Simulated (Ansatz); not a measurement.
Planning a run of Ansatz 0.2.0 on Bi2Te2Pb2S3 (P-3m1). The input:

```yaml
crystal:
  lattice:
    - [4.2153012, 0.0, 0.0]
    - [-2.1076506, 3.6505579238, 0.0]
    - [0.0, 0.0, 16.9431]
  atoms:
    - { symbol: Bi, position: [0.0, 0.0, 0.1941169883] }
    - { symbol: Bi, position: [0.0, 0.0, 0.8058830117] }
    - { symbol: Te, position: [0.3333333333, 0.6666666667, 0.9126162452] }
    - { symbol: Te, position: [0.6666666667, 0.3333333333, 0.0873837548] }
    - { symbol: Pb, position: [0.3333333333, 0.6666666667, 0.6014332951] }
    - { symbol: Pb, position: [0.6666666667, 0.3333333333, 0.3985667049] }
    - { symbol: S, position: [0.3333333333, 0.6666666667, 0.2982317828] }
    - { symbol: S, position: [0.6666666667, 0.3333333333, 0.7017682172] }
    - { symbol: S, position: [0.0, 0.0, 0.5] }
kpoints:
  mp_grid: { grid: [6, 6, 2] }
hamiltonian:
  xc: pbe
  pseudopotentials: { kind: paw, azcp: { folder: soft_1 } }
scf:
  occupations: { method: fixed }
gw:
  n_empty_bands: 1000
  ecut_chi: 140.0
  qp_bands: [v3, c3]
  qp_kpoints: band_edges
  screening: { model: contour_deformation }
```

```sh
ansatz run input.yaml --threads 2 --pin off --max-ram 92160MiB --backend cuda --events-out ev --progress --plain --runs-dir out --devices 1 --max-vram 13GiB
```

How long will it take on 1 × NVIDIA H100 80GB HBM3 (shared by 6 runs) with 2 threads of AMD EPYC 7R13 (Zen 3), shared host, and how much memory?

It took 4.1 min; on shared hardware allow 2 min to 8.1 min. Peak host memory was 4.9 GiB. The sizes that set the cost: 5055 plane waves a state, 14 irreducible k points, 1054 bands summed, 939 plane waves in the screening and 10 SCF cycles.

The screening grows as filled bands × empty bands × pairs of k points, times the square of the screening basis for the matrix.

[Paths, hosts, dates, memory and timing lines, banners, echoed tables and standing remarks are left out of the program output.]

[Logs are printed without paths, hosts, clocks, repeated set-up lines and the standing remarks that a program may print on its own settings, such as how far it seeks lower states.]

[Runs of the session that timed out or met a known fault of the program may be left out.]

[Cells called generated may have been cut or substituted from an entry of the Crystallography Open Database or the Materials Project.]

[Hosts, paths, dates, database ids (printed as entryN), source tags and the programs' standing remarks are cut or masked in the printed files.]
